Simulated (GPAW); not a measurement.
**Dielectric function and optical constants of AlN**

Wanted: where AlN starts to absorb, how strongly, and its refractive index. The cell comes from an older database entry, whose edges can differ from later determinations, mostly by under a per cent.

Program: GPAW 26.7.0. Level of theory: DFT, PBE, plane-wave PAW (GPAW data sets), scalar-relativistic, RPA, optical limit. Results are calculated unless marked as measured.

The database entry behind the starting cell differs from later determinations by our own check (inner coordinate u about 0.002 short), so it need not match the best structure at ambient conditions.

## (1) Set-up

The structure is hexagonal, space group P6_3mc (No. 186). Conventional cell: a = 3.113 Å, b = 3.113 Å, c = 4.981 Å, α = 90.00°, β = 90.00°, γ = 120.00°. Nearest to Al lie 4 N at 1.89 Å. Nearest to N lie 4 Al at 1.89 Å. Farther neighbours and most contacts between anions are not listed.

Structure file:

```
Al N
1.0
     3.11300    0.00000    0.00000
    -1.55650    2.69594    0.00000
     0.00000    0.00000    4.98100
Al N
2 2
Direct
  0.66667 0.33333 0.50000
  0.33333 0.66667 0.00000
  0.66667 0.33333 0.88000
  0.33333 0.66667 0.38000
```

## (2) Bands for the response

The response needs many more empty bands than the density does.

This step: DFT, PBE, plane-wave PAW (GPAW data sets), scalar-relativistic, bands at fixed density (GPAW 26.7.0).

Contents of nscf.py:

```python
from ase.dft.bandgap import bandgap
from gpaw import GPAW, FermiDirac

calc = GPAW('gs.gpw').fixed_density(kpts={'size': (12, 12, 7), 'gamma': True}, nbands=39, convergence={'bands': 33},
                                    occupations=FermiDirac(0.001), txt='nscf.txt')
print('gap (eV)', bandgap(calc, output=None)[0])
print('direct gap (eV)', bandgap(calc, direct=True, output=None)[0])
print('top band over the Fermi level (eV)', min(calc.get_eigenvalues(kpt=k)[32] for k in range(len(calc.get_ibz_k_points()))) - calc.get_fermi_level())
calc.write('full.gpw', mode='all')
```

Started as:

```console
OMP_NUM_THREADS=1 python nscf.py
```

Numbers of over 12 decimals in the logs are rounded to 6 here.

What it wrote:

```text
Diagonalizing LCAO Hamiltonian
Converting LCAO to pw mode
convergence criteria:
- Maximum integral of absolute [eigenst]ate change: 4e-08 eV^2 / valence electron
maximum number of iterations: 150

SCF iterations
|iter     |      energy | eigst |  dens |
|iter:   1||             | +3.36 |       |
|iter:   2||             | +1.85 |       |
|iter:   3||             | +0.75 |       |
|iter:   4||             | -0.24 |       |
|iter:   5||             | -1.11 |       |
|iter:   6||             | -1.98 |       |
|iter:   7||             | -2.89 |       |
|iter:   8||             | -3.70 |       |
|iter:   9||             | -4.58 |       |
|iter:  10||             | -5.39 |       |
|iter:  11||             | -6.22 |       |
|iter:  12||             | -6.92 |       |
|iter:  13||             | -7.49c|       |
SCF steps: 13
  __  _  _
 | _ |_)|_||  |
 |__||  | ||/\| - 26.7.0

Versions:
  Python: 3.12.14
  ASE:    3.29.0
  Numpy:  2.5.5
  Scipy:  1.18.1
  Libxc:  7.0.0

Input parameters:
  mode=PW(ecut=550.0),
  convergence={'bands': 33},
  gpts=array([18, 18, 27]),
  kpts=MonkhorstPack(size=(12, 12, 7), gamma=True),
  maxiter=150,
  nbands=39,
  occupations=Occupations(name='fermi-dirac', width=0.001, fixmagmom=False),
  parallel={},
  xc=XC(name='PBE')

--- standard output ---
gap (eV) 4.172592
direct gap (eV) 4.172592
top band over the Fermi level (eV) 30.620178
```

The job ended after 2.2 min (1 thread of Arm Neoverse V1, shared host; peak memory 0.26 GiB).

This step gave:

| Property | Result |
| --- | --- |
| gap on the k-mesh | 4.173 eV |
| direct gap on the mesh | 4.173 eV |

## (3) Dielectric function, RPA

Local fields let the induced charge screen the field inside the cell, which as a rule lowers ε, most along directions where the density is uneven.

This step: DFT, PBE, plane-wave PAW (GPAW data sets), scalar-relativistic, RPA, optical limit (GPAW 26.7.0).

Contents of df.py:

```python
from gpaw.response.df import DielectricFunction

df = DielectricFunction('full.gpw', frequencies={'type': 'nonlinear', 'domega0': 0.03, 'omega2': 8},
                        ecut=70,
                        eta=0.12,
                        nbands=33,
                        txt='df.txt')
for direction in ['x', 'z']:
    df.get_dielectric_function(xc='RPA', direction=direction, filename=f'df_{direction}.csv')
```

Started as:

```console
OMP_NUM_THREADS=1 python df.py
```

What it wrote:

```text
Using integrator: PointIntegrator
NonLinearFrequencyDescriptor(from 0.000 to 50.231 eV, 466 points)
Nonperiodic BCs:  [False False False]
Using integrator: PointIntegrator
NonLinearFrequencyDescriptor(from 0.000 to 50.231 eV, 466 points)
Nonperiodic BCs:  [False False False]

Calculating chi0 body with:
    Ground state adapter containing:
    Number of spins: 1
    Number of kpoints: 1008
    Number of irreducible kpoints: 112
    Number of completely occupied states: 8
    Number of partially occupied states: 8

    Linear response parametrization:
    q_c: [0.0, 0.0, 0.0]
    Number of frequency points: 466
    Planewave cutoff: 70.0
    Number of bands: 33
    Number of planewaves: 55
    Broadening (eta): 0.12

Integrating chi0 body.

Symmetries of q_c:
    Direct symmetries (Uq -> q): 6
    Indirect symmetries (TUq -> q): 6
In total 12 allowed symmetries.

112 groups of equivalent kpoints. 88.888889% reduction.

Integral kind: spectral function

Calculating chi0 optical extensions with:
    Ground state adapter containing:
    Number of spins: 1
    Number of kpoints: 1008
    Number of irreducible kpoints: 112
    Number of completely occupied states: 8
    Number of partially occupied states: 8

    Linear response parametrization:
    Number of frequency points: 466
    Planewave cutoff: 70.0
    Number of bands: 33
    Number of planewaves: 55
    Broadening (eta): 0.12
Integrating chi0 head and wings.

Symmetries of q_c:
    Direct symmetries (Uq -> q): 6
    Indirect symmetries (TUq -> q): 6
In total 12 allowed symmetries.

112 groups of equivalent kpoints. 88.888889% reduction.

Integral kind: spectral function wings
```

Wall time 14 s (1 thread); peak memory 0.27 GiB.

Read-outs, printed or worked out from the files:

* electronic dielectric constant ε∞, mean over x, y and z (by symmetry where fewer were run): 4.315
* main peak of Im epsilon, first axis: 7.969 eV

Some rows of df_x.csv (energy; Re and Im without local fields; Re and Im with them):

```text
0.000000, 4.560497, -0.000000, 4.237724, 0.000000
0.429336, 4.569611, 0.005118, 4.245932, 0.004610
0.878195, 4.599055, 0.010705, 4.272459, 0.009646
1.347938, 4.653195, 0.017116, 4.321261, 0.015435
1.840057, 4.738790, 0.024920, 4.398498, 0.022502
2.356191, 4.866768, 0.035131, 4.514181, 0.031794
2.898142, 5.056225, 0.049884, 4.685957, 0.045327
3.467895, 5.345857, 0.075143, 4.950090, 0.068843
4.067647, 5.850077, 0.151405, 5.416697, 0.142542
4.699832, 6.685969, 0.728235, 6.193331, 0.710698
5.367152, 6.931189, 0.797927, 6.302106, 0.773365
6.072622, 7.928722, 2.567599, 7.076031, 2.419540
6.819608, 7.764982, 5.455441, 6.786173, 4.888433
7.611886, 5.411590, 7.972560, 5.031581, 6.851968
8.453705, 2.489157, 6.864540, 2.416328, 6.053977
9.349861, 1.170655, 4.816618, 0.762937, 4.501038
10.305790, 1.862813, 4.840195, 1.239820, 3.766090
11.327680, 0.528746, 4.695612, 0.882093, 3.486230
12.422601, -0.784724, 5.304013, 0.693514, 4.270647
13.598673, -1.798664, 3.553579, -0.552857, 3.607711
```

The Im ε has structure finer than the step of the table below, so its rows give means over 0.5 eV, whole bins alone (the curve runs from 0 to 14.0 eV). Peaks (eV: height): E ∥ x 7.97: 8.45, 8.58: 6.49; E ∥ z 6.71: 8.88, 8.77: 4.65, 9.68: 5.68, 11.87: 5.23.

Values under the direct gap are tails of Lorentzian lines. Im ε against photon energy; means over each step:

| photon energy (eV) | E ∥ x | E ∥ z |
| --- | --- | --- |
| 0.5 | 0.00539 | 0.00639 |
| 1.0 | 0.0111 | 0.0132 |
| 1.5 | 0.0175 | 0.0210 |
| 2.0 | 0.0252 | 0.0304 |
| 2.5 | 0.0351 | 0.0428 |
| 3.0 | 0.0489 | 0.0610 |
| 3.5 | 0.0718 | 0.0942 |
| 4.0 | 0.139 | 0.244 |
| 4.5 | 0.433 | 0.701 |
| 5.0 | 1.00 | 1.03 |
| 5.5 | 1.12 | 1.66 |
| 6.0 | 2.31 | 3.55 |
| 6.5 | 4.09 | 7.56 |
| 7.0 | 5.77 | 8.02 |
| 7.5 | 6.67 | 7.26 |
| 8.0 | 7.61 | 5.19 |
| 8.5 | 6.07 | 3.46 |
| 9.0 | 4.95 | 3.71 |
| 9.5 | 4.01 | 5.12 |
| 10.0 | 3.72 | 4.81 |
| 10.5 | 3.85 | 3.94 |
| 11.0 | 3.94 | 3.26 |
| 11.5 | 3.56 | 3.45 |
| 12.0 | 4.06 | 4.83 |
| 12.5 | 4.24 | 4.25 |
| 13.0 | 4.16 | 4.17 |
| 13.5 | 3.59 | 3.09 |

Table of Re ε by photon energy:

| photon energy (eV) | E ∥ x | E ∥ z |
| --- | --- | --- |
| 0.0 | 4.24 | 4.47 |
| 0.5 | 4.25 | 4.48 |
| 1.0 | 4.28 | 4.52 |
| 1.5 | 4.34 | 4.59 |
| 2.0 | 4.43 | 4.70 |
| 2.5 | 4.55 | 4.85 |
| 3.0 | 4.73 | 5.06 |
| 3.5 | 4.97 | 5.37 |
| 4.0 | 5.35 | 5.88 |
| 4.5 | 5.82 | 6.60 |
| 5.0 | 6.30 | 7.05 |
| 5.5 | 6.85 | 7.78 |
| 6.0 | 7.09 | 9.40 |
| 6.5 | 7.96 | 7.62 |
| 7.0 | 7.33 | 3.90 |
| 7.5 | 5.26 | 2.02 |
| 8.0 | 2.56 | -0.202 |
| 8.5 | 2.16 | 2.16 |
| 9.0 | 0.312 | 1.85 |
| 9.5 | 0.486 | 2.40 |
| 10.0 | 1.47 | 0.540 |
| 10.5 | 1.39 | 0.886 |
| 11.0 | 0.572 | 0.241 |
| 11.5 | 1.15 | 2.16 |
| 12.0 | 0.793 | 0.385 |
| 12.5 | 0.504 | -0.0133 |
| 13.0 | -0.234 | -0.743 |
| 13.5 | -0.541 | -1.02 |

The reflectivity at normal incidence has structure finer than the step of the table below, so its rows give means over 0.5 eV, whole bins alone (the curve runs from 0 to 14.0 eV). Peaks (eV: height): E ∥ x 8.03: 34.6, 8.77: 32.2, 10.95: 25.2; E ∥ z 6.71: 33.9, 8.77: 23.6, 9.96: 28.5, 10.81: 26.5, 12.34: 30.5, 13.25: 37.2.

The reflectivity at normal incidence by photon energy; means over each step:

| photon energy (eV) | E ∥ x (%) | E ∥ z (%) |
| --- | --- | --- |
| 0.5 | 12.0 | 12.8 |
| 1.0 | 12.1 | 13.0 |
| 1.5 | 12.4 | 13.2 |
| 2.0 | 12.7 | 13.6 |
| 2.5 | 13.1 | 14.1 |
| 3.0 | 13.7 | 14.8 |
| 3.5 | 14.5 | 15.8 |
| 4.0 | 15.7 | 17.3 |
| 4.5 | 17.4 | 18.9 |
| 5.0 | 18.4 | 20.3 |
| 5.5 | 20.1 | 22.8 |
| 6.0 | 22.5 | 27.5 |
| 6.5 | 26.0 | 32.2 |
| 7.0 | 27.8 | 32.4 |
| 7.5 | 28.8 | 32.5 |
| 8.0 | 32.8 | 31.2 |
| 8.5 | 29.4 | 18.5 |
| 9.0 | 28.7 | 19.5 |
| 9.5 | 24.1 | 25.0 |
| 10.0 | 20.9 | 27.9 |
| 10.5 | 21.3 | 24.0 |
| 11.0 | 23.6 | 22.2 |
| 11.5 | 20.6 | 18.2 |
| 12.0 | 23.8 | 27.7 |
| 12.5 | 26.3 | 29.0 |
| 13.0 | 30.0 | 33.7 |
| 13.5 | 30.8 | 34.4 |

The loss function −Im 1/ε at q → 0 has structure finer than the step of the table below, so its rows give means over 0.25 eV, whole bins alone (the curve runs from 0 to 14.0 eV). Peaks (eV: height): E ∥ x 9.617: 0.265, 11.177: 0.271, 13.512: 0.277; E ∥ z 8.269: 0.316, 8.959: 0.248, 11.103: 0.340.

Values under the direct gap are tails of Lorentzian lines. Loss function −Im 1/ε at q → 0 against energy loss; means over each step:

| energy loss (eV) | E ∥ x | E ∥ z |
| --- | --- | --- |
| 0.25 | 1.5e-4 | 1.6e-4 |
| 0.50 | 3.0e-4 | 3.2e-4 |
| 0.75 | 4.5e-4 | 4.8e-4 |
| 1.00 | 6.0e-4 | 6.4e-4 |
| 1.25 | 7.6e-4 | 8.1e-4 |
| 1.50 | 9.3e-4 | 9.9e-4 |
| 1.75 | 0.00110 | 0.00118 |
| 2.00 | 0.00128 | 0.00137 |
| 2.25 | 0.00147 | 0.00158 |
| 2.50 | 0.00168 | 0.00181 |
| 2.75 | 0.00192 | 0.00207 |
| 3.00 | 0.00218 | 0.00236 |
| 3.25 | 0.00248 | 0.00272 |
| 3.50 | 0.00287 | 0.00320 |
| 3.75 | 0.00342 | 0.00401 |
| 4.00 | 0.00446 | 0.00659 |
| 4.25 | 0.00822 | 0.0101 |
| 4.50 | 0.0108 | 0.0162 |
| 4.75 | 0.0207 | 0.0214 |
| 5.00 | 0.0235 | 0.0206 |
| 5.25 | 0.0281 | 0.0255 |
| 5.50 | 0.0208 | 0.0243 |
| 5.75 | 0.0321 | 0.0314 |
| 6.00 | 0.0423 | 0.0327 |
| 6.25 | 0.0398 | 0.0480 |
| 6.50 | 0.0527 | 0.0643 |
| 6.75 | 0.0677 | 0.0816 |
| 7.00 | 0.0687 | 0.101 |
| 7.25 | 0.0881 | 0.113 |
| 7.50 | 0.0933 | 0.127 |
| 7.75 | 0.0969 | 0.147 |
| 8.00 | 0.112 | 0.188 |
| 8.25 | 0.156 | 0.289 |
| 8.50 | 0.146 | 0.217 |
| 8.75 | 0.163 | 0.190 |
| 9.00 | 0.206 | 0.221 |
| 9.25 | 0.222 | 0.155 |
| 9.50 | 0.245 | 0.162 |
| 9.75 | 0.258 | 0.174 |
| 10.00 | 0.236 | 0.203 |
| 10.25 | 0.237 | 0.245 |
| 10.50 | 0.233 | 0.248 |
| 10.75 | 0.218 | 0.245 |
| 11.00 | 0.246 | 0.313 |
| 11.25 | 0.270 | 0.311 |
| 11.50 | 0.260 | 0.223 |
| 11.75 | 0.228 | 0.183 |
| 12.00 | 0.238 | 0.204 |
| 12.25 | 0.238 | 0.218 |
| 12.50 | 0.229 | 0.243 |
| 12.75 | 0.237 | 0.232 |
| 13.00 | 0.234 | 0.224 |
| 13.25 | 0.255 | 0.249 |
| 13.50 | 0.274 | 0.291 |
| 13.75 | 0.268 | 0.311 |

The Im ε, E ∥ x has structure finer than the step of the table below, so its rows give means over 0.5 eV, whole bins alone (the curve runs from 0 to 14.0 eV). Peaks (eV: height): without local fields 7.97: 9.42, 8.52: 7.20, 10.81: 6.08; with local fields 7.97: 8.45, 8.58: 6.49.

Values under the direct gap are tails of Lorentzian lines. Im ε, E ∥ x against photon energy; means over each step:

| photon energy (eV) | without local fields | with local fields |
| --- | --- | --- |
| 0.5 | 0.00599 | 0.00539 |
| 1.0 | 0.0123 | 0.0111 |
| 1.5 | 0.0194 | 0.0175 |
| 2.0 | 0.0279 | 0.0252 |
| 2.5 | 0.0387 | 0.0351 |
| 3.0 | 0.0538 | 0.0489 |
| 3.5 | 0.0782 | 0.0718 |
| 4.0 | 0.148 | 0.139 |
| 4.5 | 0.446 | 0.433 |
| 5.0 | 1.02 | 1.00 |
| 5.5 | 1.17 | 1.12 |
| 6.0 | 2.46 | 2.31 |
| 6.5 | 4.53 | 4.09 |
| 7.0 | 6.62 | 5.77 |
| 7.5 | 7.73 | 6.67 |
| 8.0 | 8.44 | 7.61 |
| 8.5 | 6.69 | 6.07 |
| 9.0 | 5.19 | 4.95 |
| 9.5 | 4.41 | 4.01 |
| 10.0 | 4.56 | 3.72 |
| 10.5 | 5.25 | 3.85 |
| 11.0 | 5.43 | 3.94 |
| 11.5 | 4.93 | 3.56 |
| 12.0 | 5.31 | 4.06 |
| 12.5 | 5.11 | 4.24 |
| 13.0 | 4.39 | 4.16 |
| 13.5 | 3.51 | 3.59 |

From ε follow the optical constants at some laser and lamp lines:

| wavelength (nm) | n x | k x | R (%) x | 1/α x | n z | k z | R (%) z | 1/α z |
| --- | --- | --- | --- | --- | --- | --- | --- | --- |
| 633 | 2.10 | 0.006 | 12.6 | 8.7 µm | 2.17 | 0.007 | 13.6 | 7.4 µm |
| 532 | 2.12 | 0.007 | 12.9 | 5.7 µm | 2.19 | 0.009 | 13.9 | 4.9 µm |
| 450 | 2.15 | 0.010 | 13.4 | 3.7 µm | 2.22 | 0.011 | 14.4 | 3.1 µm |
| 405 | 2.18 | 0.012 | 13.8 | 2.8 µm | 2.26 | 0.014 | 14.9 | 2.3 µm |
| 365 | 2.22 | 0.015 | 14.3 | 2.0 µm | 2.30 | 0.018 | 15.5 | 1.6 µm |
| 308 | 2.32 | 0.028 | 15.8 | 868 nm | 2.43 | 0.049 | 17.4 | 505 nm |
| 248 | 2.51 | 0.169 | 18.8 | 116 nm | 2.66 | 0.189 | 20.8 | 104 nm |

Below the direct gap, k and the depth come from the tails of the Lorentzian lines, not from transitions.

Rows near the edge hang on the gap, which this functional as a rule makes too small, and phonon-assisted absorption is left out.

At 1064 nm the birefringence n(z) − n(x) is +0.058: the crystal is uniaxial positive at this level.

## (4) Outcome

| Property | Result |
| --- | --- |
| electronic dielectric constant ε∞, mean over x, y and z (by symmetry where fewer were run) (RPA) | 4.31 |
| main peak of Im epsilon, first axis | 7.97 eV |

In words: At this level (PBE, RPA) AlN has a mean ε∞ = 4.31 and n = 2.07 at 1550 nm (E ∥ x), and Im ε peaks at 8.0 eV (E ∥ x). On the mesh the gap is 4.17 eV and the least direct gap 4.17 eV. Local fields change the static value along x from 4.56 to 4.24 (-7 %). Distinct maxima of Im ε, read by a parabola through the highest points, lie at 7.18 eV (6.8), 7.97 eV (8.4), 8.59 eV (6.5) and 12.99 eV (4.4) for E ∥ x. The static values by axis are 4.24 (x), 4.47 (z). At 1064 nm the birefringence n(z) − n(x) is +0.058: the crystal is uniaxial positive at this level. Excitons and phonon-assisted transitions are missing; PBE gaps are as a rule too small, which pulls the onset down and ε∞ up. The sum runs over mesh points, so small or evenly spaced maxima can still be ripples of the mesh.

[Machine, clock and banner lines and Python warnings are left out of the logs.]

[Logs are printed without paths, hosts, clocks, repeated set-up lines and the standing remarks that a program may print on its own settings, such as how far it seeks lower states.]

[Hosts, paths, dates, database ids (printed as entryN), source tags and the programs' standing remarks are cut or masked in the printed files.]
